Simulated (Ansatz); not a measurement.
# Dielectric response of CeO2 (111) films, part 4 of 4

Aim: the electronic and static ε of fluorite CeO2 (111) from films of three thicknesses in a field.

Ansatz 0.2.0; plane-wave DFT, PBEsol, Ansatz PAW.

So far. Step 16 (Relaxing the slab, 15 atoms, units 5): The gap is 1.95 eV, with the valence edge 6.32 eV and the conduction edge 4.37 eV under the upper vacuum level. Step 17 (Single point, 15 atoms, units 5, field 0.1 V/Å): The dipole is 0.0956 e·Å, and the gap on the mesh 1.877 eV.

### 18. Atoms held, 15 atoms, units 5, field -0.1 V/Å

input.yaml

```yaml
crystal:
  lattice:
    - [3.8254476898, -2.9e-09, 0.0]
    - [-1.9127238424, 3.3129348816, 0.0]
    - [0.0, 0.0, 32.0555923034]
  atoms:
    - { symbol: O, position: [0.6666666667, 0.3333333333, 0.2834412844] }
    - { symbol: Ce, position: [0.3333333333, 0.6666666667, 0.3067831734] }
    - { symbol: O, position: [0.0, 0.0, 0.3311501169] }
    - { symbol: O, position: [0.3333333333, 0.6666666667, 0.3783309782] }
    - { symbol: Ce, position: [0.0, 0.0, 0.4029789891] }
    - { symbol: O, position: [0.6666666667, 0.3333333333, 0.427177688] }
    - { symbol: O, position: [0.0, 0.0, 0.475804485] }
    - { symbol: Ce, position: [0.6666666667, 0.3333333333, 0.5000000008] }
    - { symbol: O, position: [0.3333333333, 0.6666666667, 0.524195515] }
    - { symbol: O, position: [0.6666666667, 0.3333333333, 0.5728223128] }
    - { symbol: Ce, position: [0.3333333333, 0.6666666667, 0.5970210129] }
    - { symbol: O, position: [0.0, 0.0, 0.6216690168] }
    - { symbol: O, position: [0.3333333333, 0.6666666667, 0.6688498772] }
    - { symbol: Ce, position: [0.0, 0.0, 0.6932168279] }
    - { symbol: O, position: [0.6666666667, 0.3333333333, 0.7165587217] }
kpoints:
  mp_grid: { grid: [12, 12, 1] }
hamiltonian:
  xc: pbesol
scf:
  occupations: { method: fixed }
  convergence: { dr2_threshold: 1.0e-10 }
efield:
  axis: 3
  dipole_correction: true
  ramp_position: 0.9659
  ramp_width: 0.0683
  amplitude: -0.1
output:
  write_potential: true
  write_density: true
  volumetric_format: npy
```

The run is started by

```console
$ ansatz run input.yaml --threads 4 --pin off --max-ram 12288MiB --backend cpu --events-out ev --progress --plain --runs-dir out
```

Numbers of over 12 decimals in the logs are rounded to 6 here.

The program printed:

```text
[...]
Crystal: 15 atoms, lattice volume = 406.255 Å³
Basis set: ecut = 420 eV, 7943 PW (Γ)
Bands: 75, of which v1, the nominal top of the filled ones, is band 60 counted from 1 (59 counted from 0)
Symmetry: 6 space group operations
k-points: 19 of 144 (time reversal used)
[...]
k-point 0: bands = [... 56 lower, 1.6772, 1.6772, 1.8359, 1.8359, 4.0999, 4.2319, 4.2319, 4.2439, ... 11 higher]
  k-point 1: bands = [... 56 lower, 1.6997, 1.7965, 1.8542, 1.9466, 4.1077, 4.2276, 4.2306, 4.2535, ... 11 higher]
  k-point 2: bands = [... 56 lower, 1.7928, 1.8969, 1.9884, 2.1257, 4.1274, 4.2151, 4.2316, 4.2752, ... 11 higher]
  k-point 18: bands = [... 56 lower, 1.9321, 1.9579, 1.9805, 2.1204, 4.1327, 4.1474, 4.1875, 4.2251, ... 11 higher]
[key lines of the parts left out:]
SCF converged after 27 iterations
Free energy (F): -38058.334305 eV
Fermi energy:    2.222668 eV
Dipole field:    D = -0.042585 V/Å  (p = -0.095608 e·Å, saw-weighted, corrected)
```

Run time: 73 s. Hardware: 4 threads of Arm Neoverse V1, shared host; peak memory 1.3 GiB.

The dipole is -0.0956 e·Å, and the gap on the mesh 1.877 eV.

### 19. Response with the atoms held, 15 atoms, units 5

This step: plane-wave DFT, PBEsol, Ansatz PAW; response to a field along the normal, atoms held (Ansatz 0.2.0).

Local field over the applied field, running mean. From the potentials at -0.1 and 0.1 V/Å; running mean over 3.123 Å, taken twice. Table of local field over applied field by z:

| z (Å) | local field over applied field |
| --- | --- |
| 5 | 0.990 |
| 6 | 0.944 |
| 7 | 0.821 |
| 8 | 0.617 |
| 9 | 0.389 |
| 10 | 0.223 |
| 11 | 0.143 |
| 12 | 0.126 |
| 13 | 0.127 |
| 14 | 0.128 |
| 15 | 0.128 |
| 16 | 0.128 |
| 17 | 0.128 |
| 18 | 0.128 |
| 19 | 0.127 |
| 20 | 0.126 |
| 21 | 0.141 |
| 22 | 0.216 |
| 23 | 0.378 |
| 24 | 0.604 |
| 25 | 0.811 |
| 26 | 0.940 |
| 27 | 0.989 |

The induced dipole is that of a conductor 13.65 Å thick.

### 20. Relaxing in the field, 15 atoms, units 5, field 0.05 V/Å

This step: plane-wave DFT, PBEsol, Ansatz PAW (Ansatz 0.2.0).

The same pair of relaxations in the field for this thickness.

Changes to input.yaml since step 18:

```diff
@@ -31,5 +31,8 @@
   dipole_correction: true
-  ramp_position: 0.9659
-  ramp_width: 0.0683
-  amplitude: -0.1
+  ramp_position: 0.97
+  ramp_width: 0.06
+  amplitude: 0.05
+relax:
+  f_tol: 0.0006
+  max_steps: 70
 output:
```

The program printed:

```text
[...]
Crystal: 15 atoms, lattice volume = 406.255 Å³
Basis set: ecut = 420 eV, 7943 PW (Γ), exchange–correlation on 54×54×432 points (8 copies of the dense FFT grid, shifted against one another)
Bands: 75, of which v1, the nominal top of the filled ones, is band 60 counted from 1 (59 counted from 0)
Symmetry: 6 space group operations
k-points: 19 of 144 (time reversal used)
[...]
- { symbol: Ce, position: [0.666667, 0.333333, 0.500035] }
    - { symbol: O, position: [0.333333, 0.666667, 0.524188] }
    - { symbol: O, position: [0.666667, 0.333333, 0.572817] }
    - { symbol: Ce, position: [0.333333, 0.666667, 0.597058] }
    - { symbol: O, position: [0, 0, 0.621667] }
    - { symbol: O, position: [0.333333, 0.666667, 0.668843] }
    - { symbol: Ce, position: [0, 0, 0.693251] }
    - { symbol: O, position: [0.666667, 0.333333, 0.716500] }
[key lines of the parts left out:]
SCF converged after 6 iterations
Free energy (F): -38058.330812 eV
Fermi energy:    2.180331 eV
Dipole field:    D = 0.024157 V/Å  (p = 0.054235 e·Å, saw-weighted, corrected)
```

Run time: 2.2 min. Hardware: 4 threads; peak memory 1.1 GiB.

The relaxation took 4 steps and lowered the energy by 1.6e-4 eV; the largest force on the free atoms ends at 3.5e-4 eV/Å.

The dipole is 0.0542 e·Å, and the gap on the mesh 1.944 eV.

### 21. Relaxing in the field, 15 atoms, units 5, field -0.05 V/Å

The opposite sign, again from the field-free geometry; the difference of the two cancels what relaxes without a field.

Changes to input.yaml since step 20:

```diff
@@ -33,3 +33,3 @@
   ramp_width: 0.06
-  amplitude: 0.05
+  amplitude: -0.05
 relax:
```

The program printed:

```text
[...]
Crystal: 15 atoms, lattice volume = 406.255 Å³
Basis set: ecut = 420 eV, 7943 PW (Γ), exchange–correlation on 54×54×432 points (8 copies of the dense FFT grid, shifted against one another)
Bands: 75, of which v1, the nominal top of the filled ones, is band 60 counted from 1 (59 counted from 0)
Symmetry: 6 space group operations
k-points: 19 of 144 (time reversal used)
[...]
- { symbol: Ce, position: [0.666667, 0.333333, 0.499965] }
    - { symbol: O, position: [0.333333, 0.666667, 0.524203] }
    - { symbol: O, position: [0.666667, 0.333333, 0.572832] }
    - { symbol: Ce, position: [0.333333, 0.666667, 0.596987] }
    - { symbol: O, position: [0, 0, 0.621675] }
    - { symbol: O, position: [0.333333, 0.666667, 0.668860] }
    - { symbol: Ce, position: [0, 0, 0.693184] }
    - { symbol: O, position: [0.666667, 0.333333, 0.716618] }
[key lines of the parts left out:]
SCF converged after 6 iterations
Free energy (F): -38058.330812 eV
Fermi energy:    2.180331 eV
Dipole field:    D = -0.024157 V/Å  (p = -0.054235 e·Å, saw-weighted, corrected)
```

Elapsed: 2.2 min, on 4 threads; peak memory 1.1 GiB.

The relaxation took 4 steps and lowered the energy by 1.6e-4 eV; the largest force on the free atoms ends at 3.5e-4 eV/Å.

The dipole is -0.0542 e·Å, and the gap on the mesh 1.944 eV.

### 22. Response with the atoms relaxed, 15 atoms, units 5

This step: plane-wave DFT, PBEsol, Ansatz PAW; response to a field along the normal, atoms relaxed (Ansatz 0.2.0).

Local field over the applied field, running mean. From the potentials at -0.05 and 0.05 V/Å; running mean over 3.123 Å, taken twice. Local field over applied field against z:

| z (Å) | local field over applied field |
| --- | --- |
| 5 | 0.989 |
| 6 | 0.927 |
| 7 | 0.801 |
| 8 | 0.528 |
| 9 | 0.295 |
| 10 | 0.0741 |
| 11 | 0.0351 |
| 12 | 0.0154 |
| 13 | 0.0333 |
| 14 | 0.0353 |
| 15 | 0.0357 |
| 16 | 0.0347 |
| 17 | 0.0357 |
| 18 | 0.0352 |
| 19 | 0.0341 |
| 20 | 0.0145 |
| 21 | 0.0344 |
| 22 | 0.0684 |
| 23 | 0.283 |
| 24 | 0.513 |
| 25 | 0.787 |
| 26 | 0.923 |
| 27 | 0.988 |

The induced dipole is that of a conductor 15.49 Å thick.

### 23. Electronic ε from the series

This step: plane-wave DFT, PBEsol, Ansatz PAW; permittivity from the thickness series, atoms held (Ansatz 0.2.0).

Each added layer adds t(1 − 1/ε) to the dipole term, so the slope against thickness gives ε without a choice of where the film ends.

This step gave:

```
slope                : 0.8720
intercept of the fit : 1.544 Å
ε of the interior    : 7.813
```

The equivalent conductor thickness by distance between the outer atoms:

| distance between the outer atoms (Å) | equivalent conductor thickness (Å) |
| --- | --- |
| 4.55 | 5.51 |
| 7.67 | 8.23 |
| 13.88 | 13.7 |

By hand, from the thinnest and the thickest film: slope = (13.651 − 5.514) / (13.884 − 4.553) = 0.872, so ε = 1/(1 − 0.872) = 7.81.

### 24. Static ε from the series

This step: plane-wave DFT, PBEsol, Ansatz PAW; permittivity from the thickness series, atoms relaxed (Ansatz 0.2.0).

The same fit for the relaxed films. The nearer its slope lies to 1, the more ε hangs on small errors.

This step gave:

```
slope                : 0.9651
intercept of the fit : 2.088 Å
ε of the interior    : 28.65
```

The equivalent conductor thickness by distance between the outer atoms:

| distance between the outer atoms (Å) | equivalent conductor thickness (Å) |
| --- | --- |
| 4.55 | 6.48 |
| 7.67 | 9.48 |
| 13.88 | 15.5 |

By hand, from the thinnest and the thickest film: slope = (15.487 − 6.482) / (13.884 − 4.553) = 0.965, so ε = 1/(1 − 0.965) = 28.6. One nm of such a film has the capacitance of 3.9/28.6 = 0.14 nm of SiO₂ (its equivalent oxide thickness).

### 25. Varying the input

This step: plane-wave DFT, PBEsol, Ansatz PAW (Ansatz 0.2.0).

System of this step: CeO2 (111), 2 units. The cell holds 6 atoms: 4 O and 2 Ce. Cell: a = 3.825 Å, b = 3.825 Å, c = 22.685 Å, α = 90.0°, β = 90.0°, γ = 120.0°. It derives from CeO2 (fluorite CeO2). Vacuum lies along c.

A run with a changed input: it repeats the earlier run at 0.1 V/Å, 2 units with scf.lower_state_search to light, scf.mixing.algorithm to msr1, scf.mixing.beta to 0.3, scf.mixing.ndim to 8 and kpoints.mp_grid.grid from [12, 12, 1] to [18, 18, 1].

input.yaml

```yaml
crystal:
  lattice:
    - [3.8254476898, -2.9e-09, 0.0]
    - [-1.9127238424, 3.3129348816, 0.0]
    - [0.0, 0.0, 22.6851974345]
  atoms:
    - { symbol: O, position: [0.6666666667, 0.3333333333, 0.3996512748] }
    - { symbol: Ce, position: [0.3333333333, 0.6666666667, 0.4325360557] }
    - { symbol: O, position: [0.0, 0.0, 0.4675528022] }
    - { symbol: O, position: [0.3333333333, 0.6666666667, 0.5324471852] }
    - { symbol: Ce, position: [0.0, 0.0, 0.5674639512] }
    - { symbol: O, position: [0.6666666667, 0.3333333333, 0.6003487309] }
kpoints:
  mp_grid: { grid: [18, 18, 1] }
hamiltonian:
  xc: pbesol
scf:
  occupations: { method: fixed }
  convergence: { dr2_threshold: 1.0e-10 }
  lower_state_search: light
  mixing: { algorithm: msr1, beta: 0.3, ndim: 8 }
efield:
  axis: 3
  dipole_correction: true
  ramp_position: 0.9527
  ramp_width: 0.0945
  amplitude: 0.1
output:
  write_potential: true
  write_density: true
  volumetric_format: npy
```

The program printed:

```text
[...]
Crystal: 6 atoms, lattice volume = 287.500 Å³
Basis set: ecut = 420 eV, 5643 PW (Γ)
Bands: 30, of which v1, the nominal top of the filled ones, is band 24 counted from 1 (23 counted from 0)
Symmetry: 6 space group operations
k-points: 37 of 324 (time reversal used)
[...]
SCF iter   1: F=—  HF=-15233.547233 eV  |F-HF|=—  |Δ(HF+E_count)|=         —  Δρ=1.13e-1  dr2=4.44e1  ethr=3.10e-3  p=0.050 e·Å  D=3.13e-2 V/Å  ΔV_dip=-0.71 eV  dr2_dipole=6.30e-4  V_vac-E_F(+/−)=13.53/12.25 eV  ⟨swp⟩=7.1  Hψ=5374  notcnv=0  defer=57
[...]
SCF iter  18: F=-15222.564205 eV  HF=-15222.564205 eV  |F-HF|=3.64e-11  |Δ(HF+E_count)|=  9.46e-11  Δρ=1.56e-7  dr2=7.99e-11  ethr=1.00e-12  p=0.039 e·Å  D=2.43e-2 V/Å  ΔV_dip=-0.55 eV  dr2_dipole=6.90e-14  V_vac-E_F(+/−)=6.91/5.48 eV  ⟨swp⟩=14.2  Hψ=6680  notcnv=0
SCF 1 converged in 18 iterations: F = -15222.564205 eV  dr2 = 7.99e-11
[...]
SCF converged after 18 iterations
Free energy (F): -15222.564205 eV
[...]
Internal energy: -15222.564205 eV  (E = F + TS)
E sigma→0 (E₀):  -15222.564205 eV
Fermi energy:    -1.438448 eV
Dipole field:    D = 0.024308 V/Å  (p = 0.038621 e·Å, saw-weighted, corrected)
Work function:   not extracted (applied field tilts the vacuum); planar V_es + V_field profile in the machine report
[...]
--- Band table (eV; the first three rows and the last of 37) ---
  k-point 0: bands = [... 20 lower, -1.9975, -1.9975, -1.9458, -1.9458, 0.4567, 0.5954, 0.5954, 0.6822, ... 2 higher]
  k-point 1: bands = [... 20 lower, -2.0553, -1.9895, -1.8920, -1.8424, 0.4608, 0.5936, 0.5984, 0.6820, ... 2 higher]
  k-point 2: bands = [... 20 lower, -2.1315, -1.9681, -1.8283, -1.6786, 0.4724, 0.5883, 0.6078, 0.6814, ... 2 higher]
  k-point 36: bands = [... 20 lower, -2.2399, -1.9194, -1.9017, -1.5468, 0.5133, 0.5944, 0.6069, 0.6209, ... 2 higher]
```

Wall time 19 s (4 threads); peak memory 0.72 GiB.

Numbers from this step:

```
gap on the k-mesh       : 1.895 eV
dipole along the normal : 0.03862 e·Å
```

| quantity | this run | earlier run | difference |
| --- | --- | --- | --- |
| dipole along the normal (e·Å) | 0.03862 | 0.03862 | -1.4e-6 |
| gap on the k-mesh (eV) | 1.895 | 1.899 | -0.0034 |

Nothing in the table moves by 0.01 in its unit (for the dipole 0.5 % and 5e-5 e·Å). The run took 18 SCF cycles against 19.

### 26. The same run with other settings

Another changed input: it repeats the earlier run at 0.1 V/Å, 2 units with crystal.symmetry to detect: false and scf.mixing.preconditioner to kerker_dos.

Changes to input.yaml since step 25:

```diff
@@ -12,4 +12,5 @@
     - { symbol: O, position: [0.6666666667, 0.3333333333, 0.6003487309] }
+  symmetry: { detect: false }
 kpoints:
-  mp_grid: { grid: [18, 18, 1] }
+  mp_grid: { grid: [12, 12, 1] }
 hamiltonian:
@@ -19,4 +20,3 @@
   convergence: { dr2_threshold: 1.0e-10 }
-  lower_state_search: light
-  mixing: { algorithm: msr1, beta: 0.3, ndim: 8 }
+  mixing: { preconditioner: kerker_dos }
 efield:
```

The program printed:

```text
[...]
Crystal: 6 atoms, lattice volume = 287.500 Å³
Basis set: ecut = 420 eV, 5643 PW (Γ)
Bands: 30, of which v1, the nominal top of the filled ones, is band 24 counted from 1 (23 counted from 0)
Symmetry: 1 space group operations
k-points: 74 of 144 (time reversal used)
[...]
SCF iter   1: F=—  HF=-15233.547385 eV  |F-HF|=—  |Δ(HF+E_count)|=         —  Δρ=1.13e-1  dr2=4.44e1  ethr=3.10e-3  p=0.050 e·Å  D=3.13e-2 V/Å  ΔV_dip=-0.71 eV  dr2_dipole=6.31e-4  V_vac-E_F(+/−)=13.53/12.25 eV  ⟨swp⟩=7.1  Hψ=10773  notcnv=0  defer=108
[...]
SCF iter  65: F=-15222.564240 eV  HF=-15222.564240 eV  |F-HF|=1.17e-8  |Δ(HF+E_count)|=   1.98e-8  Δρ=1.05e-7  dr2=8.73e-11  ethr=1.00e-12  p=0.039 e·Å  D=2.43e-2 V/Å  ΔV_dip=-0.55 eV  dr2_dipole=2.37e-12  V_vac-E_F(+/−)=6.92/5.48 eV  ⟨swp⟩=13.7  Hψ=10786  notcnv=0
SCF 1 converged in 65 iterations: F = -15222.564240 eV  dr2 = 8.73e-11
[...]
SCF converged after 65 iterations
[...]
Free energy (F): -15222.564240 eV
[...]
Internal energy: -15222.564240 eV  (E = F + TS)
E sigma→0 (E₀):  -15222.564240 eV
Fermi energy:    -1.441882 eV
Dipole field:    D = 0.024307 V/Å  (p = 0.038619 e·Å, saw-weighted, corrected)
Work function:   not extracted (applied field tilts the vacuum); planar V_es + V_field profile in the machine report
[...]
--- Band table (eV; the first three rows and the last of 74) ---
  k-point 0: bands = [... 20 lower, -1.9975, -1.9975, -1.9458, -1.9458, 0.4567, 0.5954, 0.5954, 0.6822, ... 2 higher]
  k-point 1: bands = [... 20 lower, -2.0937, -1.9794, -1.8588, -1.7594, 0.4658, 0.5913, 0.6023, 0.6818, ... 2 higher]
  k-point 2: bands = [... 20 lower, -2.2010, -1.9440, -1.7790, -1.5449, 0.4895, 0.5804, 0.6236, 0.6800, ... 2 higher]
  k-point 73: bands = [... 20 lower, -2.1994, -2.1146, -1.7594, -1.6614, 0.5168, 0.5304, 0.5825, 0.6127, ... 2 higher]
```

Elapsed: 79 s, on 4 threads; peak memory 0.99 GiB; 5.2 min of CPU time.

This step gave:

```
gap on the k-mesh : 1.899 eV
```

| quantity | this run | earlier run | difference |
| --- | --- | --- | --- |
| dipole along the normal (e·Å) | 0.03862 | 0.03862 | -3.3e-6 |
| gap on the k-mesh (eV) | 1.899 | 1.899 | -4.3e-7 |

Nothing in the table moves by 0.01 in its unit (for the dipole 0.5 % and 5e-5 e·Å). The run took 65 SCF cycles against 19.

### 27. Summary of results

* electronic ε from the thickness series: 7.81
* static ε from the thickness series: 28.6
* local electronic ε, middle of 5 units: 7.82

The films give an electronic ε of 7.81 and a static ε of 28.6. The slope of the series and the field inside the thickest film give 7.81 and 7.82, in agreement. Ions raise ε from 7.81 to 28.6. A static value this large rests on a slope near 1, so small errors in the relaxed forces change it much, and it depends strongly on the in-plane lattice constant. The in-plane lattice constants are held at typed bulk values. Semilocal functionals tend to overestimate the electronic ε a little.

[Logs are printed without paths, hosts, clocks, repeated set-up lines and the standing remarks that a program may print on its own settings, such as how far it seeks lower states.]

[Hosts, paths, dates, database ids (printed as entryN), source tags and the programs' standing remarks are cut or masked in the printed files.]

[Maps of the electrostatic potential energy from Ansatz leave out the sawtooth potential of an applied field or a dipole correction, so their vacuum need not be flat; planar profiles and work functions include it.]
